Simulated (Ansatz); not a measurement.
# What MgAs2 in C2/m, a phase reached by a soft mode distorts into, part 2 of 2

Wanted: the energy along a soft mode of MgAs2 in C2/m, a phase reached by a soft mode and the structure at the end.

Ansatz 0.2.0; DFT PBE+D3(BJ), scalar-relativistic, plane waves, PAW.

So far. Step 4 (The mode frozen in, largest atomic shift 0.14 Å): The run ends at a pressure of 0.51 GPa, with forces up to 0.20 eV/Å. Step 5 (Energy along the mode, all amplitudes (two of the runs …): The lowest step is at 0.14 Å, 8.24 meV/atom below the parent, and the energy rises beyond it.

## 6. Relaxing from the distorted cell

Starting from the lowest point found, all atoms and the cell are let go, so that strain and other modes of the same symmetry can join in.

The input, input.yaml:

```yaml
crystal:
  lattice:
    - [4.2133693125, -2.6002441992, 0.0001262099]
    - [4.2133693125, 2.6002441992, 0.0001262099]
    - [-0.2070858946, 0.0, 5.4210298616]
  atoms:
    - { symbol: Mg, position: [0.1637434369, 0.1574223986, 0.2452416233] }
    - { symbol: Mg, position: [0.8425776014, 0.8362565631, 0.7547583767] }
    - { symbol: As, position: [0.5135601479, 0.4617696325, 0.7723965745] }
    - { symbol: As, position: [0.7829785287, 0.8368196257, 0.2563583468] }
    - { symbol: As, position: [0.1631803743, 0.2170214713, 0.7436416532] }
    - { symbol: As, position: [0.5382303675, 0.4864398521, 0.2276034255] }
kpoints:
  mp_grid: { grid: [8, 8, 8] }
hamiltonian:
  xc: pbe
  dispersion: d3bj
scf:
  occupations: { method: methfessel_paxton, width: 0.2 }
output:
  forces: true
  stress: true
  eigenvalues: true
relax:
  adjacent_minimum: "off"
  f_tol: 0.002
  max_steps: 120
  cell: { stress_tol: 0.03 }
```

The run is started by

```bash
ansatz run input.yaml --threads 8 --pin off --max-ram 14336MiB --backend cpu --events-out ev --progress --plain --runs-dir out
```

The log of the run:

```text
[...]
Crystal: 6 atoms, lattice volume = 118.783 Å³
Basis set: ecut = 420 eV, 2331 PW (Γ), exchange–correlation on 72×72×80 points (8 copies of the dense FFT grid, shifted against one another)
Bands: 48, of which v1, the nominal top of the filled ones, is band 40 counted from 1 (39 counted from 0)
Symmetry: 2 space group operations
[...]
k-points: 150 of 512 (time reversal used)
[...]
SCF iter   1: F=—  HF=-23275.428169 eV  |F-HF|=—  |Δ(HF+E_count)|=         —  Δρ=2.49e-3  dr2=1.55e-2  ethr=1.77e-3  ⟨swp⟩=6.1  Hψ=25984  notcnv=0
[...]
SCF iter   8: F=-23275.423332 eV  HF=-23275.423332 eV  |F-HF|=3.03e-8  |Δ(HF+E_count)|=   1.99e-8  S|Δr|=    0.00e0  Δρ=3.74e-6  dr2=2.62e-8  ethr=1.25e-10  ⟨swp⟩=9.3  Hψ=30123  notcnv=0
SCF 1 converged in 8 iterations: F = -23275.423332 eV  dr2 = 2.62e-8
[...]
relax step   1: F+E_penalty+E_count = -23275.42333245 eV  Δ(F+E_penalty+E_count) = +0.000e0 eV  max|allowed force component| = 1.961e-1 eV/Å  Δτ_max = 0.0000 Å  P = +0.507 GPa  Ω = 118.783 Å³  (8 SCF iters, dr2 threshold 1.00e-7 eV, accepted)
Crystal: 6 atoms, lattice volume = 119.945 Å³
Basis set: ecut = 420 eV, 2337 PW (Γ), exchange–correlation on 72×72×80 points (8 copies of the dense FFT grid, shifted against one another)
[...]
iter 1 solved again at ethr=1.09e-5 eV; its pass at ethr=3.10e-3 eV (dr2=8.76e-3 eV) is discarded
[...]
SCF iter   6: F=-23275.447553 eV  HF=-23275.447553 eV  |F-HF|=6.80e-10  |Δ(HF+E_count)|=   3.43e-7  S|Δr|=    0.00e0  Δρ=1.55e-5  dr2=3.20e-7  ethr=7.50e-10  ⟨swp⟩=7.0  Hψ=33164  notcnv=0
SCF 2 converged in 6 iterations: F = -23275.447553 eV  dr2 = 3.20e-7
relax step   2: F+E_penalty+E_count = -23275.44755308 eV  Δ(F+E_penalty+E_count) = -2.422e-2 eV  max|allowed force component| = 1.059e-1 eV/Å  Δτ_max = 0.0523 Å  P = -0.167 GPa  Ω = 119.945 Å³  energy of the carried Pulay correction = -1.276e-4 eV  (6 SCF iters, dr2 threshold 6.00e-7 eV, accepted)
Crystal: 6 atoms, lattice volume = 119.693 Å³
Basis set: ecut = 420 eV, 2327 PW (Γ), exchange–correlation on 72×72×80 points (8 copies of the dense FFT grid, shifted against one another)
[...]
SCF iter   6: F=-23275.459718 eV  HF=-23275.459718 eV  |F-HF|=2.13e-8  |Δ(HF+E_count)|=   6.40e-7  S|Δr|=    0.00e0  Δρ=1.83e-5  dr2=4.30e-7  ethr=7.50e-10  ⟨swp⟩=7.1  Hψ=36650  notcnv=0
SCF 3 converged in 6 iterations: F = -23275.459718 eV  dr2 = 4.30e-7
relax step   3: F+E_penalty+E_count = -23275.45971839 eV  Δ(F+E_penalty+E_count) = -1.217e-2 eV  max|allowed force component| = 5.128e-2 eV/Å  Δτ_max = 0.0558 Å  P = +0.173 GPa  Ω = 119.693 Å³  energy of the carried Pulay correction = -1.001e-4 eV  (6 SCF iters, dr2 threshold 6.00e-7 eV, accepted)
[...]
relax step   4: F+E_penalty+E_count = -23275.46116667 eV  Δ(F+E_penalty+E_count) = -1.448e-3 eV  max|allowed force component| = 4.214e-2 eV/Å  Δτ_max = 0.0257 Å  P = -0.167 GPa  Ω = 120.076 Å³  energy of the carried Pulay correction = -1.420e-4 eV  (6 SCF iters, dr2 threshold 4.51e-7 eV, accepted)
[...]
relax step   5: F+E_penalty+E_count = -23275.46215012 eV  Δ(F+E_penalty+E_count) = -9.835e-4 eV  max|allowed force component| = 1.185e-2 eV/Å  Δτ_max = 0.0092 Å  P = -0.025 GPa  Ω = 119.932 Å³  energy of the carried Pulay correction = -1.263e-4 eV  (6 SCF iters, dr2 threshold 1.16e-7 eV, accepted)
[...]
relax step   6: F+E_penalty+E_count = -23275.46221936 eV  Δ(F+E_penalty+E_count) = -6.923e-5 eV  max|allowed force component| = 2.830e-3 eV/Å  Δτ_max = 0.0035 Å  P = +0.008 GPa  Ω = 119.838 Å³  energy of the carried Pulay correction = -1.160e-4 eV  (6 SCF iters, dr2 threshold 1.38e-8 eV, accepted)
[...]
relax step   7: F+E_penalty+E_count = -23275.46222513 eV  Δ(F+E_penalty+E_count) = -5.775e-6 eV  max|allowed force component| = 1.043e-3 eV/Å  Δτ_max = 0.0015 Å  P = -0.002 GPa  Ω = 119.862 Å³  energy of the carried Pulay correction = -1.186e-4 eV  (6 SCF iters, dr2 threshold 5.01e-10 eV, accepted)
[...]
SCF iter   5: F=-23275.462437 eV  HF=-23275.462437 eV  |F-HF|=7.28e-12  |Δ(HF+E_count)|=  7.06e-10  S|Δr|=    0.00e0  Δρ=1.12e-7  dr2=1.69e-11  ethr=1.00e-12  ⟨swp⟩=6.7  Hψ=36818  notcnv=0
SCF 8 converged in 5 iterations: F = -23275.462437 eV  dr2 = 1.69e-11
relax step   8: F+E_penalty+E_count = -23275.46243661 eV  Δ(F+E_penalty+E_count) = -2.115e-4 eV  max|allowed force component| = 1.058e-3 eV/Å  Δτ_max = 0.0000 Å  P = +0.001 GPa  Ω = 119.862 Å³  stress off target by 1.22e-2 GPa  SCF on the basis re-selected at this cell (its energy is not comparable with the rows above)  (5 SCF iters)
basis re-selected at this cell: Δ(F+E_penalty+E_count) = -2.115e-4 eV, ΔP = +0.003 GPa vs the last step (what re-selecting the basis moved, of the pressure what is left beyond the Pulay correction that the steps carried, after the strain that the cell walked since its last selection, with what the two solves' SCF thresholds leave and, on support functions, any second-order correction that the steps lacked; it is no m [...]
SCF converged after 5 iterations
[...]
Free energy (F): -23275.462437 eV
[...]
Internal energy: -23275.454932 eV  (E = F + TS)
E sigma→0 (E₀):  -23275.460560 eV
Entropy (-TS):   -0.007504 eV (-1.251 meV/atom)
Fermi energy:    9.742285 eV
Step filling:    the computed levels leave a gap of 0.0062 eV = 0.0 smearing widths at the electron count; against every level under it full and every level over it empty, smearing changes F+E_penalty+E_count by -3.361 meV and its σ→0 estimate by -1.485 meV
[...]
--- Forces (eV/Å), atoms counted from 1 ---
  atom   1  Mg    -0.00044765    -0.00024934     0.00006897
  atom   2  Mg     0.00044765    -0.00024934    -0.00006897
  atom   3  As    -0.00087392     0.00073293     0.00105786
  atom   4  As    -0.00043422    -0.00048452     0.00013180
  atom   5  As     0.00043422    -0.00048452    -0.00013180
  atom   6  As     0.00087392     0.00073293    -0.00105786
  max |Σ_I F_I| component: 1.87e-6 eV/Å
--- Stress (GPa, compression-positive) ---
       -0.003297       0.000000       0.001865
        0.000000       0.012202       0.000000
        0.001865       0.000000      -0.005606
  P = ⅓ Tr σ = 0.0011 GPa (0.011 kbar)
--- Band table (eV; the first three rows and the last of 150) ---
  k-point 0: bands = [... 36 lower, 7.1798, 8.1887, 8.5901, 8.8519, 9.2477, 10.7637, 11.3659, 11.6714, ... 4 higher]
  k-point 1: bands = [... 36 lower, 7.1908, 8.1439, 8.4621, 8.6742, 8.9805, 10.7241, 11.4455, 11.6710, ... 4 higher]
  k-point 2: bands = [... 36 lower, 7.2789, 8.0948, 8.1584, 8.3449, 8.4943, 10.4937, 10.9798, 12.3951, ... 4 higher]
  k-point 149: bands = [... 36 lower, 8.4417, 9.1287, 9.3762, 10.6289, 11.3280, 11.5631, 11.6819, 12.0531, ... 4 higher]
--- Relaxed structure (7 steps of the walk, 7 accepted, 1 SCFs on fresh bases) ---
  F+E_penalty+E_count = -23275.46243661 eV   max|allowed force component| = 1.058e-3 eV/Å   (the final SCF, on the basis selected at the relaxed cell)
  cell:  # Å, volume = 119.8622 Å³
    - [4.106035, -2.689142, 0.022725]
    - [4.106035, 2.689142, 0.022725]
    - [-0.172735, 1.268846e-18, 5.426744]
  atoms:
    - { symbol: Mg, position: [0.164354, 0.152738, 0.244152] }
    - { symbol: Mg, position: [0.847262, 0.835646, 0.755848] }
    - { symbol: As, position: [0.527951, 0.455308, 0.772381] }
    - { symbol: As, position: [0.776656, 0.856645, 0.258441] }
    - { symbol: As, position: [0.143355, 0.223344, 0.741559] }
    - { symbol: As, position: [0.544692, 0.472049, 0.227619] }
```

Run time: 42 s. Hardware: 8 threads of AMD EPYC 9R14 (Zen 4), shared host; peak memory 1 GiB.

The steps of the relaxation:

| step | energy less that of the first step (eV) | largest force component (eV/Å) | pressure (GPa) | volume (Å³) |
| --- | --- | --- | --- | --- |
| 1 | 0.0000 | 0.1961 | 0.51 | 118.78 |
| 2 | -0.0242 | 0.1059 | -0.17 | 119.94 |
| 3 | -0.0364 | 0.0513 | 0.17 | 119.69 |
| 4 | -0.0378 | 0.0421 | -0.17 | 120.08 |
| 5 | -0.0388 | 0.0118 | -0.02 | 119.93 |
| 6 | -0.0389 | 0.0028 | 0.01 | 119.84 |
| 7 | -0.0389 | 0.0010 | 0.00 | 119.86 |
| 8* | -0.0391 | 0.0011 | 0.00 | 119.86 |

Relaxation steps marked * repeat the geometry before them on a plane-wave basis chosen anew for their cell, so energy and pressure can jump there.

The run keeps the 2 symmetry operations that the program found, so distortions that break them were not tested.

| cell as run | before | after | change |
| --- | --- | --- | --- |
| a (Å) | 4.951 | 4.908 | -0.9 % |
| b (Å) | 4.951 | 4.908 | -0.9 % |
| c (Å) | 5.425 | 5.429 | +0.1 % |
| α (°) | 91.86 | 91.26 | -0.7 % |
| β (°) | 91.86 | 91.26 | -0.7 % |
| γ (°) | 63.36 | 66.44 | +4.9 % |
| volume (Å³/atom) | 19.80 | 19.98 | +0.9 % |

The atoms that moved most (Å, as changes of fractional coordinates times the final cell):

| atom | dx | dy | dz | length |
| --- | --- | --- | --- | --- |
| As4 | 0.055 | 0.070 | 0.012 | 0.090 |
| As5 | -0.055 | 0.070 | -0.012 | 0.090 |
| As6 | -0.033 | -0.056 | 0.000 | 0.065 |
| As3 | 0.033 | -0.056 | 0.000 | 0.065 |
| Mg2 | 0.017 | -0.014 | 0.006 | 0.023 |
| Mg1 | -0.017 | -0.014 | -0.006 | 0.023 |

Numbers from this step:

```
pressure        : 0.001100 GPa
volume per atom : 19.98 Å³
```

The distorted start has space group C2; the relaxation ends in C2.

## 7. The new phase in its own primitive cell

The relaxed structure is symmetrised, reduced to its primitive cell and relaxed tightly, as its phonons need.

input.yaml, the sections that differ from step 6:

```yaml
crystal:
  lattice:
    - [4.106097963, -2.6891424746, 0.0]
    - [4.106097963, 2.6891424746, 0.0]
    - [-0.1426990365, 0.0, 5.4276171004]
  atoms:
    - { symbol: Mg, position: [0.1643537333, 0.1527377733, 0.2441523107] }
    - { symbol: Mg, position: [0.8472622267, 0.8356462667, 0.7558476893] }
    - { symbol: As, position: [0.5279512098, 0.4553081173, 0.7723812617] }
    - { symbol: As, position: [0.7766562546, 0.8566448505, 0.2584408444] }
    - { symbol: As, position: [0.1433551495, 0.2233437454, 0.7415591556] }
    - { symbol: As, position: [0.5446918827, 0.4720487902, 0.2276187383] }
relax:
  adjacent_minimum: "off"
  f_tol: 0.001
  max_steps: 60
  cell: { stress_tol: 0.01 }
# kpoints, hamiltonian, scf, output: as in step 6
```

The log of the run:

```text
[...]
Crystal: 6 atoms, lattice volume = 119.862 Å³
Basis set: ecut = 420 eV, 2337 PW (Γ), exchange–correlation on 72×72×80 points (8 copies of the dense FFT grid, shifted against one another)
Bands: 48, of which v1, the nominal top of the filled ones, is band 40 counted from 1 (39 counted from 0)
Symmetry: 2 space group operations
[...]
k-points: 150 of 512 (time reversal used)
[...]
- [4.106008, -2.689542, 0.000176588]
    - [4.106008, 2.689542, 0.000176588]
    - [-0.142462, 0, 5.427448]
  atoms:
    - { symbol: Mg, position: [0.164354, 0.152697, 0.244154] }
    - { symbol: Mg, position: [0.847303, 0.835646, 0.755846] }
    - { symbol: As, position: [0.527937, 0.455304, 0.772389] }
    - { symbol: As, position: [0.776637, 0.856656, 0.258444] }
    - { symbol: As, position: [0.143344, 0.223363, 0.741556] }
    - { symbol: As, position: [0.544696, 0.472063, 0.227611] }
[key lines of the parts left out:]
SCF converged after 6 iterations
Free energy (F): -23275.462438 eV
Fermi energy:    9.740814 eV
P = ⅓ Tr σ = -0.0031 GPa (-0.031 kbar)
```

Run time: 16 s. Hardware: 8 threads; peak memory 1 GiB; 2 min of CPU time.

Little changed from the start: no atom moved by 0.005 Å and no cell edge by 0.1 %.

Numbers from this step:

```yaml
pressure: -0.003137 GPa
```

The largest force component left is 0.67 meV/Å and the pressure is -0.003 GPa, within the tolerances set. The cell now holds 19.98 Å³/atom.

## 8. Modes of the new phase

A relaxed structure may still be a saddle point, so its zone-centre modes are computed. No field response is asked, since the mesh shows no gap.

The input, input.yaml:

```yaml
crystal:
  lattice:
    - [4.1060075271, -2.6895420674, 0.0001765878]
    - [4.1060075271, 2.6895420674, 0.0001765878]
    - [-0.1424624723, 0.0, 5.4274475451]
  atoms:
    - { symbol: Mg, position: [0.1643542259, 0.1526972918, 0.2441541207] }
    - { symbol: Mg, position: [0.8473027082, 0.8356457741, 0.7558458793] }
    - { symbol: As, position: [0.5279373438, 0.4553041796, 0.7723891943] }
    - { symbol: As, position: [0.776636826, 0.8566564676, 0.2584443821] }
    - { symbol: As, position: [0.1433435324, 0.223363174, 0.7415556179] }
    - { symbol: As, position: [0.5446958204, 0.4720626562, 0.2276108057] }
kpoints:
  mp_grid: { grid: [8, 8, 8] }
hamiltonian:
  xc: pbe
  dispersion: d3bj
scf:
  occupations: { method: methfessel_paxton, width: 0.2 }
output:
  eigenvalues: true
phonons:
  method: dfpt
```

The log of the run:

```text
[...]
Crystal: 6 atoms, lattice volume = 119.874 Å³
Basis set: ecut = 420 eV, 2337 PW (Γ), exchange–correlation on 72×72×80 points (8 copies of the dense FFT grid, shifted against one another)
Bands: 48, of which v1, the nominal top of the filled ones, is band 40 counted from 1 (39 counted from 0)
Symmetry: 2 space group operations
k-points: 260 of 512 (irreducible under 1 space group operation, time reversal used)
[...]
SCF iter   1: F=—  HF=-23275.467687 eV  |F-HF|=—  |Δ(HF+E_count)|=         —  Δρ=2.59e-3  dr2=1.65e-2  ethr=1.77e-3  ⟨swp⟩=6.1  Hψ=44924  notcnv=0
[...]
SCF iter  12: F=-23275.462438 eV  HF=-23275.462438 eV  |F-HF|=0.00e0  |Δ(HF+E_count)|=    0.00e0  S|Δr|=    0.00e0  Δρ=2.81e-8  dr2=2.13e-12  ethr=1.00e-12  ⟨swp⟩=10.0  Hψ=64011  notcnv=0
SCF 1 converged in 12 iterations: F = -23275.462438 eV  dr2 = 2.13e-12
[...]
SCF converged after 12 iterations
[...]
Free energy (F): -23275.462438 eV
[...]
Internal energy: -23275.454933 eV  (E = F + TS)
E sigma→0 (E₀):  -23275.460561 eV
Entropy (-TS):   -0.007505 eV (-1.251 meV/atom)
Fermi energy:    9.740815 eV
[...]
--- Band table (eV; the first three rows and the last of 260) ---
  k-point 0: bands = [... 36 lower, 7.1786, 8.1872, 8.5890, 8.8514, 9.2459, 10.7630, 11.3644, 11.6708, ... 4 higher]
  k-point 1: bands = [... 36 lower, 7.1896, 8.1424, 8.4611, 8.6734, 8.9789, 10.7235, 11.4448, 11.6696, ... 4 higher]
  k-point 2: bands = [... 36 lower, 7.2777, 8.0939, 8.1571, 8.3436, 8.4932, 10.4932, 10.9790, 12.3938, ... 4 higher]
  k-point 259: bands = [... 36 lower, 8.4403, 9.1277, 9.3751, 10.6281, 11.3265, 11.5621, 11.6806, 12.0514, ... 4 higher]
[...]
k mesh reduced under 1 symmetry operation, with k and −k counted as one. Each operation leaves every solved perturbation unchanged. A smaller set is not used because it would not reduce the number of displacements times k-points to solve
  ASR residual: 4.116e-5 → 0.000e0 eV/Å²; symmetrization residual: 2.405e-6 eV/Å²
[...]
ASR residual per site (eV/Å²): 4.12e-5 4.12e-5 3.17e-5 3.25e-5 3.25e-5 3.17e-5
[...]
```

Wall time 2.2 min (8 threads); peak memory 4.3 GiB.

Numbers from this step:

* sum-rule residual before enforcement: 4.12e-5 eV/Å²
* point group: 2
* highest optical mode at the zone centre (no LO-TO term): 262.5 cm⁻¹
* lowest optical zone-centre mode: 51.29 cm⁻¹

Patterns of degenerate modes are one choice out of their space. Modes at Γ, with each element's share of the kinetic energy:

| mode | frequency (cm⁻¹) | symmetry | Mg % | As % |
| --- | --- | --- | --- | --- |
| 1 | 0.0 | acoustic | 14 | 86 |
| 2 | 0.0 | acoustic | 14 | 86 |
| 3 | 0.0 | acoustic | 14 | 86 |
| 4 | 51.3 | B | 12 | 88 |
| 5 | 64.1 | A | 29 | 71 |
| 6 | 66.8 | B | 16 | 84 |
| 7 | 73.6 | A | 20 | 80 |
| 8 | 105.6 | B | 7 | 93 |
| 9 | 117.9 | A | 3 | 97 |
| 10 | 131.6 | B | 80 | 20 |
| 11 | 136.9 | A | 75 | 25 |
| 12 | 162.8 | B | 0 | 100 |
| 13 | 166.5 | A | 4 | 96 |
| 14 | 199.7 | A | 2 | 98 |
| 15 | 240.0 | B | 73 | 27 |
| 16 | 251.4 | B | 84 | 16 |
| 17 | 252.1 | A | 84 | 16 |
| 18 | 262.5 | A | 69 | 31 |

Displacements in mode 4 (51.3 cm⁻¹), the largest set to 1:
```
Mg1 -0.03 -0.77 -0.42
Mg2 -0.03  0.77 -0.42
As3 -0.24  1.00  0.54
As4  0.25 -0.48 -0.41
As5  0.25  0.48 -0.41
As6 -0.24 -1.00  0.54
```

Displacements in mode 12 (162.8 cm⁻¹), the largest set to 1:
```
Mg1 -0.03  0.07 -0.10
Mg2 -0.03 -0.07 -0.10
As3  1.00  0.74  0.08
As4 -0.99  0.63 -0.04
As5 -0.99 -0.63 -0.04
As6  1.00 -0.74  0.08
```

Before it was imposed, the acoustic sum rule was missed by 4.1e-5 eV/Å². Small misses are needed for a sound result but don't prove that mesh and cutoff are converged. The lowest optical mode is real, 51.3 cm⁻¹.

## 9. The phases reached

The phases reached along the modes that were followed are set side by side.

Energies are those of the first relaxation, on the mesh of the frozen mode; space group, volume and gap are those of the last relaxation. Phases, by row:

| mode frozen in | space group | energy from parent (meV/atom) | volume (Å³/atom) | gap on mesh (eV) | lowest zone-centre optical mode (cm⁻¹) | largest shift (Å) |
| --- | --- | --- | --- | --- | --- | --- |
| parent | C2/m | 0 | 19.8 | 0 | – | – |
| q = (0, 0, 0), 90i cm⁻¹ | C2 | -14.51 | 19.98 | 0 | 51.3 | 0.226 |

## 10. Summary of results

```
unstable mode of the parent                                                      : q = (0, 0, 0), 90i cm⁻¹
depth at the lowest point sampled                                                : 8.24 meV/atom
largest atomic shift at that point                                               : 0.14 Å
space group reached                                                              : C2
energy gained over the parent (first relaxation, on the mesh of the frozen mode) : 14.5 meV/atom
volume per atom, phase reached                                                   : 20.0 Å³
lowest optical zone-centre mode, phase reached                                   : 51.3 cm⁻¹
highest optical mode at the zone centre (no LO-TO term), phase reached           : 262 cm⁻¹
```

Along this mode the structure falls into C2, 14.5 meV/atom below the parent. At the parent's cell the well is 8.236 meV/atom deep on the steps tried, with its lowest point at a shift of 0.14 Å. Relaxing atoms and cell changes the gain by +6.27 meV/atom against the lowest step (energies at zero smearing). The new phase has no imaginary mode at the zone centre of its cell; other wavevectors were not checked. Each path keeps the symmetry of its pattern, so a lower phase may lie along a pattern not tried. With no gap, or one that is small against the smearing, the frequencies hang on the k mesh and the smearing, most of all near Kohn anomalies. A semilocal functional can close a gap that the real compound would have, so the metallic treatment may be an artefact of the level. In the phonons the program holds the C6 weights of the dispersion term fixed, leaving out their change with coordination. The starting cell was built on a prototype and not taken from a measurement, so the phase need not exist.

[Long decimals in the printed logs are rounded to 6 places.]

[Logs are printed without paths, hosts, clocks, repeated set-up lines and the standing remarks that a program may print on its own settings, such as how far it seeks lower states.]

[Hosts, paths, dates, database ids (printed as entryN), source tags and the programs' standing remarks are cut or masked in the printed files.]

[Where the starting crystal was built by hand or by swapping elements, it need not be the compound's stable phase.]
